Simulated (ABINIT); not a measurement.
# A GW chain in ABINIT: RbBH4 (F-43m), part 2 of 3

Aim: the G0W0 gap of RbBH4 (F-43m) on PBEsol, step by step.

ABINIT 10.8.3; PBEsol and many-body steps on it, plane waves. Known limits of the many-body steps: not at the basis limit; no spin-orbit coupling; coarse k mesh.

So far. Step 2 (Ground state): The gap is indirect, with the least direct gap 0.11 eV higher.

**3. Bands along the symmetry lines**

Level of this step: DFT, PBEsol, plane waves, norm-conserving pseudopotentials (ABINIT).

Levels along a band path, at the cheap level, show where the edges lie and whether the meshes to come will hold them.

The input, run.abi:

```
acell 3*1.0 Angstrom
rprim 
  -0.000000000000 3.453240220000 3.453240220000
  3.453240220000 -0.000000000000 3.453240220000
  3.453240220000 3.453240220000 -0.000000000000
ntypat 3
znucl 37 5 1
natom 6
typat 1 2 3 3 3 3
xred 
  0.000000000000 0.000000000000 0.000000000000
  0.500000000000 0.500000000000 0.500000000000
  0.602415200000 0.602415200000 0.602415200000
  0.192754400000 0.602415200000 0.602415200000
  0.602415200000 0.602415200000 0.192754400000
  0.602415200000 0.192754400000 0.602415200000
pp_dirpath "pseudos"
pseudos "Rb.upf, B.upf, H.upf"
ecut 34
iscf -2
irdden 1
kptopt 0
nkpt 50
kpt 
  0.00000000 0.00000000 0.00000000
  -0.06250000 -0.06250000 0.00000000
  -0.12500000 -0.12500000 0.00000000
  -0.18750000 -0.18750000 0.00000000
  -0.25000000 -0.25000000 0.00000000
  -0.31250000 -0.31250000 0.00000000
  -0.37500000 -0.37500000 0.00000000
  -0.43750000 -0.43750000 0.00000000
  -0.50000000 -0.50000000 0.00000000
  -0.48437500 -0.48437500 0.03125000
  -0.46875000 -0.46875000 0.06250000
  -0.45312500 -0.45312500 0.09375000
  -0.43750000 -0.43750000 0.12500000
  -0.42187500 -0.42187500 0.15625000
  -0.40625000 -0.40625000 0.18750000
  -0.39062500 -0.39062500 0.21875000
  -0.37500000 -0.37500000 0.25000000
  -0.37500000 0.00000000 0.37500000
  -0.32812500 0.00000000 0.32812500
  -0.28125000 0.00000000 0.28125000
  -0.23437500 0.00000000 0.23437500
  -0.18750000 0.00000000 0.18750000
  -0.14062500 0.00000000 0.14062500
  -0.09375000 0.00000000 0.09375000
  -0.04687500 0.00000000 0.04687500
  0.00000000 0.00000000 0.00000000
  0.00000000 0.00000000 0.06250000
  0.00000000 0.00000000 0.12500000
  0.00000000 0.00000000 0.18750000
  0.00000000 0.00000000 0.25000000
  0.00000000 0.00000000 0.31250000
  0.00000000 0.00000000 0.37500000
  0.00000000 0.00000000 0.43750000
  -0.00000000 0.00000000 0.50000000
  -0.06250000 -0.03125000 0.46875000
  -0.12500000 -0.06250000 0.43750000
  -0.18750000 -0.09375000 0.40625000
  -0.25000000 -0.12500000 0.37500000
  -0.31250000 -0.15625000 0.34375000
  -0.37500000 -0.18750000 0.31250000
  -0.43750000 -0.21875000 0.28125000
  -0.50000000 -0.25000000 0.25000000
  -0.50000000 -0.28125000 0.21875000
  -0.50000000 -0.31250000 0.18750000
  -0.50000000 -0.34375000 0.15625000
  -0.50000000 -0.37500000 0.12500000
  -0.50000000 -0.40625000 0.09375000
  -0.50000000 -0.43750000 0.06250000
  -0.50000000 -0.46875000 0.03125000
  -0.50000000 -0.50000000 0.00000000
istwfk *1
nband 15
nbdbuf 2
tolwfr 1e-08
nstep 40
prtwf 0
prtvol 0
indata_prefix "in"
outdata_prefix "out"
tmpdata_prefix "tmp"
```

The run is started by

```sh
$ OMP_NUM_THREADS=1 mpirun -n 4 abinit run.abi > log
```

Numbers of over 12 decimals in the logs are rounded to 6 here.

Log:

```text
.Version 10.8.3 of ABINIT. v10.8.2 released Aug 2026.

 Symmetries : space group F-4 3 m (#216); Bravais cF (face-center cubic)
[... echo of the input left out ...]
== DATASET  1 ==================================================================
-   mpi_nproc: 4, omp_nthreads: 1 (-1 if OMP is not activated)

--- !DatasetInfo
iteration_state: {dtset: 1, }
dimensions: {natom: 6, nkpt: 50, mband: 15, nsppol: 1, nspinor: 1, nspden: 1, mpw: 5297, }
cutoff_energies: {ecut:  34.0, pawecutdg:  -1.0, }
electrons: {nelect:   1.60000000E+01, charge:   0.00000000E+00, occopt:   1.00000000E+00, tsmear:   1.00000000E-02, }

 Real(R)+Recip(G) space primitive vectors, cartesian coordinates (Bohr,Bohr^-1):
 R(1)=  0.0000000  6.5256783  6.5256783  G(1)= -0.0766204  0.0766204  0.0766204
 R(2)=  6.5256783  0.0000000  6.5256783  G(2)=  0.0766204 -0.0766204  0.0766204
 R(3)=  6.5256783  6.5256783  0.0000000  G(3)=  0.0766204  0.0766204 -0.0766204
 Unit cell volume ucvol=  5.5578519E+02 bohr^3
 Angles (23,13,12)=  6.00000000E+01  6.00000000E+01  6.00000000E+01 degrees

 getcut: wavevector=  0.0000  0.0000  0.0000  ngfft=  50  50  50
         ecut(hartree)=     34.000   => boxcut(ratio)=   2.06490

--- Pseudopotential description ------------------------------------------------
- Rb Generated using ONCVPSP code by D. R. Hamann
- 37.00000   9.00000  180301                  znucl, zion, pspdat
12 -116133 2 -1 2280                          pspcod,pspxc,lmax,lloc,mmax
     nproj     2     2     2
  pspatm : epsatm=   34.48401057
         --- l  ekb(1:nproj) -->
             0    8.196957   -0.477221
             1    3.231347   -0.378736
             2   -1.047201    0.996637
 pspatm: atomic psp has been read  and splines computed

- B Generated using ONCVPSP code by D. R. Hamann
-  5.00000   3.00000  180301                  znucl, zion, pspdat
12 -116133 1 -1 1534                          pspcod,pspxc,lmax,lloc,mmax
     nproj     2     2     0
  pspatm : epsatm=    3.20154509
         --- l  ekb(1:nproj) -->
[...]
pspatm: atomic psp has been read  and splines computed

- H Generated using ONCVPSP code by D. R. Hamann
-  1.00000   1.00000  180301                  znucl, zion, pspdat
12 -116133 1 -1 1180                          pspcod,pspxc,lmax,lloc,mmax
     nproj     2     1     0
  pspatm : epsatm=    0.35585368
         --- l  ekb(1:nproj) -->
[...]
1   -0.494138
 pspatm: atomic psp has been read  and splines computed

--------------------------------------------------------------------------------

================================================================================
 prteigrs : about to open file out_EIG
 Non-SCF case, kpt    1 (  0.00000  0.00000  0.00000), residuals and eigenvalues=
  2.58E-09  3.19E-09  3.13E-09  4.06E-09  5.60E-09  4.63E-09  6.09E-09  8.90E-09
[...]
-9.7008E-01 -3.9281E-01 -3.8817E-01 -3.8817E-01 -2.9784E-01 -1.2952E-01
 -1.0603E-01 -1.0603E-01  1.1514E-01  2.0142E-01  2.5564E-01  2.7415E-01
[...]
--- !ResultsGS
iteration_state: {dtset: 1, }
comment   : Summary of ground state results
lattice_vectors:
- [ -0.0000000,   6.5256783,   6.5256783, ]
- [  6.5256783,  -0.0000000,   6.5256783, ]
- [  6.5256783,   6.5256783,  -0.0000000, ]
lattice_lengths: [   9.22870,    9.22870,    9.22870, ]
lattice_angles: [ 60.000,  60.000,  60.000, ] # degrees, (23, 13, 12)
lattice_volume:   5.5578519E+02
convergence: {deltae:  0.000E+00, res2:  0.000E+00, residm:  9.993E-09, diffor:  0.000E+00, }
etotal    :  -3.23630911E+01
entropy   :   0.00000000E+00
fermie    :  -1.01999336E-01
cartesian_stress_tensor: null
pressure_GPa: null
xred      :
- [  0.0000E+00,   0.0000E+00,   0.0000E+00, Rb]
- [  5.0000E-01,   5.0000E-01,   5.0000E-01,  B]
- [  6.0242E-01,   6.0242E-01,   6.0242E-01,  H]
- [  1.9275E-01,   6.0242E-01,   6.0242E-01,  H]
- [  6.0242E-01,   6.0242E-01,   1.9275E-01,  H]
- [  6.0242E-01,   1.9275E-01,   6.0242E-01,  H]
cartesian_forces: null
force_length_stats: {min: null, max: null, mean: null, }

 Integrated electronic density in atomic spheres:
 ------------------------------------------------
 Atom  Sphere_radius  Integrated_density
[...]
================================================================================

 ----iterations are completed or convergence reached----

 Mean square residual over all n,k,spin=   51.185E-10; max=  99.927E-10
 reduced coordinates (array xred) for    6 atoms
[...]
0.602415200000      0.602415200000      0.192754400000
       0.602415200000      0.192754400000      0.602415200000

 cartesian coordinates (angstrom) at end:
    1      0.000000     0.000000     0.000000
    2      3.453240     3.453240     3.453240
    3      4.160569     4.160569     4.160569
    4      4.160569     2.745912     2.745912
    5      2.745912     2.745912     4.160569
    6      2.745912     4.160569     2.745912
 length scales=  1.889726125908  1.889726125908  1.889726125908 bohr
              =  1.000000000000  1.000000000000  1.000000000000 angstroms
 prteigrs : about to open file out_EIG
 Eigenvalues (hartree) for nkpt=  50  k points:
 kpt#   1, nband= 15, wtk=  1.00000, kpt=  0.0000  0.0000  0.0000 (reduced coord)
[...]
kpt#   2, nband= 15, wtk=  1.00000, kpt= -0.0625 -0.0625  0.0000 (reduced coord)
[...]
kpt#   3, nband= 15, wtk=  1.00000, kpt= -0.1250 -0.1250  0.0000 (reduced coord)
[...]
kpt#  49, nband= 15, wtk=  1.00000, kpt= -0.5000 -0.4687  0.0313 (reduced coord)
  -0.97008   -0.39277   -0.38825   -0.38821   -0.29761   -0.12952   -0.10642   -0.10609
   0.11606    0.20227    0.25284    0.27476    0.29634    0.31257    0.31335
 kpt#  50, nband= 15, wtk=  1.00000, kpt= -0.5000 -0.5000  0.0000 (reduced coord)
  -0.97008   -0.39281   -0.38817   -0.38817   -0.29784   -0.12952   -0.10603   -0.10603
   0.11514    0.20142    0.25564    0.27415    0.29724    0.31223    0.31223

== END DATASET(S) ==============================================================
================================================================================

 -outvars: echo values of variables after computation  --------
            nband          15
             nkpt          50
          spgroup         216
 [... the other variables as echoed above ...]

 Calculation completed.
```

It took 34 s on 4 MPI ranks of Arm Neoverse N1, shared host; peak memory 0.35 GiB.

This step gave:

* gap: 5.909 eV
* k of the valence top: 0, 0, 0
* k of the conduction bottom: -0.5, -0.5, 0
* least direct gap: 6.018 eV

The gap is 5.909 eV, as in the run before at this level.

The electronic bands at the labelled points (eV, zero at the top of the highest filled band; v1 is the highest filled band, c1 the lowest empty one):

```csv
point,v4,v3,v2,v1,c1,c2,c3,c4
Γ,-5.71,0.00,0.00,0.00,6.17,7.51,7.51,7.51
halfway,-5.35,-0.65,-0.07,-0.07,6.39,7.21,8.97,8.97
X,-5.33,-0.75,-0.11,-0.11,5.91,8.26,9.73,10.24
halfway,-5.28,-0.75,-0.18,-0.13,6.10,8.43,9.28,10.35
U,-5.18,-0.79,-0.29,-0.19,6.64,8.40,9.02,10.11
jump to K,-5.18,-0.79,-0.29,-0.19,6.64,8.40,9.02,10.11
halfway,-5.24,-0.71,-0.20,-0.13,7.07,7.40,8.15,9.04
Γ,-5.71,0.00,0.00,0.00,6.17,7.51,7.51,7.51
halfway,-5.34,-0.57,-0.13,-0.13,6.88,7.48,8.14,8.14
L,-4.96,-1.10,-0.26,-0.26,7.19,8.34,9.70,9.70
halfway,-5.06,-0.94,-0.30,-0.22,7.30,7.82,9.35,9.80
W,-5.17,-0.75,-0.39,-0.16,7.18,7.58,8.93,10.23
halfway,-5.25,-0.75,-0.25,-0.13,6.30,8.57,8.82,10.50
X,-5.33,-0.75,-0.11,-0.11,5.91,8.26,9.73,10.24
```

**4. Empty states on the mesh, 2×2×2 mesh, 45 bands**

The sums over transitions need many empty states on a uniform mesh; this step solves for them.

The input, run.abi:

```
acell 3*1.0 Angstrom
rprim 
  -0.000000000000 3.453240220000 3.453240220000
  3.453240220000 -0.000000000000 3.453240220000
  3.453240220000 3.453240220000 -0.000000000000
ntypat 3
znucl 37 5 1
natom 6
typat 1 2 3 3 3 3
xred 
  0.000000000000 0.000000000000 0.000000000000
  0.500000000000 0.500000000000 0.500000000000
  0.602415200000 0.602415200000 0.602415200000
  0.192754400000 0.602415200000 0.602415200000
  0.602415200000 0.602415200000 0.192754400000
  0.602415200000 0.192754400000 0.602415200000
pp_dirpath "pseudos"
pseudos "Rb.upf, B.upf, H.upf"
ecut 34
ngkpt 2 2 2
nshiftk 1
shiftk 0 0 0
kptopt 1
chksymbreak 0
iscf -2
irdden 1
istwfk *1
nband 45
nbdbuf 4
tolwfr 1e-09
nstep 60
prtvol 0
indata_prefix "in"
outdata_prefix "out"
tmpdata_prefix "tmp"
```

Log:

```text
.Version 10.8.3 of ABINIT. v10.8.2 released Aug 2026.

 Symmetries : space group F-4 3 m (#216); Bravais cF (face-center cubic)
[... echo of the input left out ...]
== DATASET  1 ==================================================================
-   mpi_nproc: 4, omp_nthreads: 1 (-1 if OMP is not activated)
-    --> not optimal distribution: autoparal keyword recommended in input file <--

--- !DatasetInfo
iteration_state: {dtset: 1, }
dimensions: {natom: 6, nkpt: 3, mband: 45, nsppol: 1, nspinor: 1, nspden: 1, mpw: 5290, }
cutoff_energies: {ecut:  34.0, pawecutdg:  -1.0, }
electrons: {nelect:   1.60000000E+01, charge:   0.00000000E+00, occopt:   1.00000000E+00, tsmear:   1.00000000E-02, }

 Real(R)+Recip(G) space primitive vectors, cartesian coordinates (Bohr,Bohr^-1):
 R(1)=  0.0000000  6.5256783  6.5256783  G(1)= -0.0766204  0.0766204  0.0766204
 R(2)=  6.5256783  0.0000000  6.5256783  G(2)=  0.0766204 -0.0766204  0.0766204
 R(3)=  6.5256783  6.5256783  0.0000000  G(3)=  0.0766204  0.0766204 -0.0766204
 Unit cell volume ucvol=  5.5578519E+02 bohr^3
 Angles (23,13,12)=  6.00000000E+01  6.00000000E+01  6.00000000E+01 degrees

 getcut: wavevector=  0.0000  0.0000  0.0000  ngfft=  50  50  50
         ecut(hartree)=     34.000   => boxcut(ratio)=   2.06490

--- Pseudopotential description ------------------------------------------------
- Rb Generated using ONCVPSP code by D. R. Hamann
- 37.00000   9.00000  180301                  znucl, zion, pspdat
12 -116133 2 -1 2280                          pspcod,pspxc,lmax,lloc,mmax
     nproj     2     2     2
  pspatm : epsatm=   34.48401057
         --- l  ekb(1:nproj) -->
             0    8.196957   -0.477221
             1    3.231347   -0.378736
             2   -1.047201    0.996637
 pspatm: atomic psp has been read  and splines computed

- B Generated using ONCVPSP code by D. R. Hamann
-  5.00000   3.00000  180301                  znucl, zion, pspdat
12 -116133 1 -1 1534                          pspcod,pspxc,lmax,lloc,mmax
     nproj     2     2     0
  pspatm : epsatm=    3.20154509
         --- l  ekb(1:nproj) -->
[...]
pspatm: atomic psp has been read  and splines computed

- H Generated using ONCVPSP code by D. R. Hamann
-  1.00000   1.00000  180301                  znucl, zion, pspdat
12 -116133 1 -1 1180                          pspcod,pspxc,lmax,lloc,mmax
     nproj     2     1     0
  pspatm : epsatm=    0.35585368
         --- l  ekb(1:nproj) -->
[...]
1   -0.494138
 pspatm: atomic psp has been read  and splines computed

--------------------------------------------------------------------------------

================================================================================
 prteigrs : about to open file out_EIG
 Non-SCF case, kpt    1 (  0.00000  0.00000  0.00000), residuals and eigenvalues=
[...]
7.42E-10  1.86E-09  2.84E-09  6.31E-06  2.62E-04
 -9.7048E-01 -3.8533E-01 -3.8533E-01 -3.8533E-01 -3.1202E-01 -1.0200E-01
 -1.0200E-01 -1.0200E-01  1.2464E-01  1.7413E-01  1.7413E-01  1.7413E-01
  2.3095E-01  2.3095E-01  2.8119E-01  4.3853E-01  4.3853E-01  4.3853E-01
  5.1575E-01  5.1575E-01  5.1575E-01  5.8151E-01  5.8151E-01  5.8151E-01
  6.2797E-01  6.2797E-01  6.4762E-01  7.4345E-01  7.4345E-01  7.4345E-01
  7.8139E-01  7.8733E-01  7.8733E-01  7.8733E-01  8.1882E-01  8.1882E-01
  1.0130E+00  1.0312E+00  1.0312E+00  1.0312E+00  1.0536E+00  1.0536E+00
[...]
prteigrs : prtvol=0 or 1, do not print more k-points.

--- !ResultsGS
iteration_state: {dtset: 1, }
comment   : Summary of ground state results
lattice_vectors:
- [ -0.0000000,   6.5256783,   6.5256783, ]
- [  6.5256783,  -0.0000000,   6.5256783, ]
- [  6.5256783,   6.5256783,  -0.0000000, ]
lattice_lengths: [   9.22870,    9.22870,    9.22870, ]
lattice_angles: [ 60.000,  60.000,  60.000, ] # degrees, (23, 13, 12)
lattice_volume:   5.5578519E+02
convergence: {deltae:  0.000E+00, res2:  0.000E+00, residm:  9.947E-10, diffor:  0.000E+00, }
etotal    :  -3.23630911E+01
entropy   :   0.00000000E+00
fermie    :  -1.01999336E-01
cartesian_stress_tensor: null
pressure_GPa: null
xred      :
- [  0.0000E+00,   0.0000E+00,   0.0000E+00, Rb]
- [  5.0000E-01,   5.0000E-01,   5.0000E-01,  B]
- [  6.0242E-01,   6.0242E-01,   6.0242E-01,  H]
- [  1.9275E-01,   6.0242E-01,   6.0242E-01,  H]
- [  6.0242E-01,   6.0242E-01,   1.9275E-01,  H]
- [  6.0242E-01,   1.9275E-01,   6.0242E-01,  H]
cartesian_forces: null
force_length_stats: {min: null, max: null, mean: null, }

 Integrated electronic density in atomic spheres:
 ------------------------------------------------
 Atom  Sphere_radius  Integrated_density
[...]
================================================================================

 ----iterations are completed or convergence reached----

 Mean square residual over all n,k,spin=   49.047E-11; max=  99.473E-11
 reduced coordinates (array xred) for    6 atoms
[...]
0.602415200000      0.602415200000      0.192754400000
       0.602415200000      0.192754400000      0.602415200000

 cartesian coordinates (angstrom) at end:
    1      0.000000     0.000000     0.000000
    2      3.453240     3.453240     3.453240
    3      4.160569     4.160569     4.160569
    4      4.160569     2.745912     2.745912
    5      2.745912     2.745912     4.160569
    6      2.745912     4.160569     2.745912
 length scales=  1.889726125908  1.889726125908  1.889726125908 bohr
              =  1.000000000000  1.000000000000  1.000000000000 angstroms
 prteigrs : about to open file out_EIG
 Eigenvalues (hartree) for nkpt=   3  k points:
 kpt#   1, nband= 45, wtk=  0.12500, kpt=  0.0000  0.0000  0.0000 (reduced coord)
[...]
0.62797    0.62797    0.64762    0.74345    0.74345    0.74345    0.78139    0.78733
   0.78733    0.78733    0.81882    0.81882    1.01300    1.03116    1.03116    1.03116
   1.05357    1.05357    1.05357    1.09885    1.12782
 prteigrs : prtvol=0 or 1, do not print more k-points.

== END DATASET(S) ==============================================================
================================================================================

 -outvars: echo values of variables after computation  --------
            nband          45
             nkpt           3
          spgroup         216
 [... the other variables as echoed above ...]

 Calculation completed.
```

Run time: 13 s. Hardware: 4 MPI ranks; peak memory 0.31 GiB.

Numbers from this step:

```yaml
gap: 5.909 eV
k_of_the_valence_top: 0, 0, 0
k_of_the_conduction_bottom: 0.5, 0.5, 0
least_direct_gap: 6.018 eV
k_points_computed: 3
lowest_point_of_the_top_converged_band_above_the_valence_top: 30.17 eV
```

On this mesh the gap is 5.909 eV.

**5. Screening, 2×2×2 mesh, 41 bands, screening to 87.1 eV**

The RPA dielectric matrix is built and inverted for each q.

This step: RPA screening on PBEsol, plane waves, norm-conserving pseudopotentials.

run.abi, as its differences from that of step 4:

```diff
@@ -24,10 +24,11 @@
 chksymbreak 0
-iscf -2
-irdden 1
 istwfk *1
-nband 45
-nbdbuf 4
-tolwfr 1e-09
-nstep 60
-prtvol 0
+occopt 1
+irdwfk 1
+optdriver 3
+nband 41
+ecuteps 3.2
+inclvkb 2
+awtr 1
+symchi 1
 indata_prefix "in"
```

Log:

```text
.Version 10.8.3 of ABINIT. v10.8.2 released Aug 2026.

 Symmetries : space group F-4 3 m (#216); Bravais cF (face-center cubic)
[... echo of the input left out ...]
== DATASET  1 ==================================================================
-   mpi_nproc: 4, omp_nthreads: 1 (-1 if OMP is not activated)

--- !DatasetInfo
iteration_state: {dtset: 1, }
dimensions: {natom: 6, nkpt: 3, mband: 41, nsppol: 1, nspinor: 1, nspden: 1, mpw: 5290, }
cutoff_energies: {ecut:  34.0, pawecutdg:  -1.0, }
electrons: {nelect:   1.60000000E+01, charge:   0.00000000E+00, occopt:   1.00000000E+00, tsmear:   1.00000000E-02, }

 SCREENING: Calculation of the susceptibility and dielectric matrices

 Based on a program developped by R.W. Godby, V. Olevano, G. Onida, and L. Reining.
 Incorporated in ABINIT by V. Olevano, G.-M. Rignanese, and M. Torrent.
.Using double precision arithmetic ; gwpc =  8

[... cell and pseudopotentials left out ...]
--------------------------------------------------------------------------------

 ==== K-mesh for the wavefunctions ====
 Number of points in the irreducible wedge :     3
[... list of points left out ...]
 Together with 24 symmetry operations and time-reversal symmetry
 yields     8 points in the full Brillouin Zone.

 ==== Q-mesh for the screening function ====
 Number of points in the irreducible wedge :     3
[... list of points left out ...]
 Together with 24 symmetry operations and time-reversal symmetry
 yields     8 points in the full Brillouin Zone.

 setmesh: FFT mesh size selected  =    32x   32x   32
          total number of points  =        32768

 vcoul_init : cutoff-mode = AUXILIARY_FUNCTION
 q-points for optical limit:   1
     1)      0.000010    0.000020    0.000030

- screening: taking advantage of time-reversal symmetry
- Maximum band index for partially occupied states nbvw = 8
- Remaining bands to be divided among processors   nbcw = 33
- Number of bands treated by each node ~8

 Number of electrons calculated from density =   16.0000; Expected =   16.0000
 average of density, n =  0.028788
 r_s =    2.0241
 omega_plasma =   16.3667 [eV]

 calculating chi0 at frequencies [eV] :
  1    0.000000E+00    0.000000E+00
  2    0.000000E+00    1.636674E+01

--------------------------------------------------------------------------------
  q-point number  1        q = ( 0.000000, 0.000000, 0.000000) [r.l.u.]
--------------------------------------------------------------------------------
[... chi0 elements left out ...]
 For q-point:  0.000010 0.000020 0.000030
  dielectric constant =   2.3266
  dielectric constant without local fields =   2.6745

  Average fulfillment of the sum rule on Im[epsilon] for q-point    1 :     54.85  [%]
[... wings left out ...]
  q-point number  2        q = ( 0.500000, 0.000000, 0.000000) [r.l.u.]
--------------------------------------------------------------------------------
[... chi0 elements left out ...]
  Average fulfillment of the sum rule on Im[epsilon] for q-point    2 :     68.13  [%]

 [... 1 further q-points ...]
```

Elapsed: 5.3 s, on 4 MPI ranks; peak memory 0.2 GiB; 21 s of CPU time.

This step gave:

```
ε∞ with local fields, on this mesh, along the program's q direction : 2.327
the same without local fields                                       : 2.675
plasma frequency                                                    : 16.37 eV
plane waves in the screening matrix                                 : 169
```

Local fields lower ε∞ by 13 %. On a Γ-centred mesh this coarse the value itself is usually too large, while a short band sum pulls it down.

(Continued in part 3 of 3.)

[Paths, hosts, dates, memory and timing lines, banners, echoed tables and standing remarks are left out of the program output.]

[Logs are printed without paths, hosts, clocks, repeated set-up lines and the standing remarks that a program may print on its own settings, such as how far it seeks lower states.]

[Runs of the session that timed out or met a known fault of the program may be left out.]

[Hosts, paths, dates, database ids (printed as entryN), source tags and the programs' standing remarks are cut or masked in the printed files.]

[G0W0 gaps are taken among the corrected bands and points alone; a level outside them can change the order at an edge.]

[Where Ansatz stands beside ABINIT at settings called matched, ABINIT's density can come from a denser mesh and the files from another edition; pairs whose starting gaps differed by over 0.03 eV were left out, so agreement reads better than it is.]
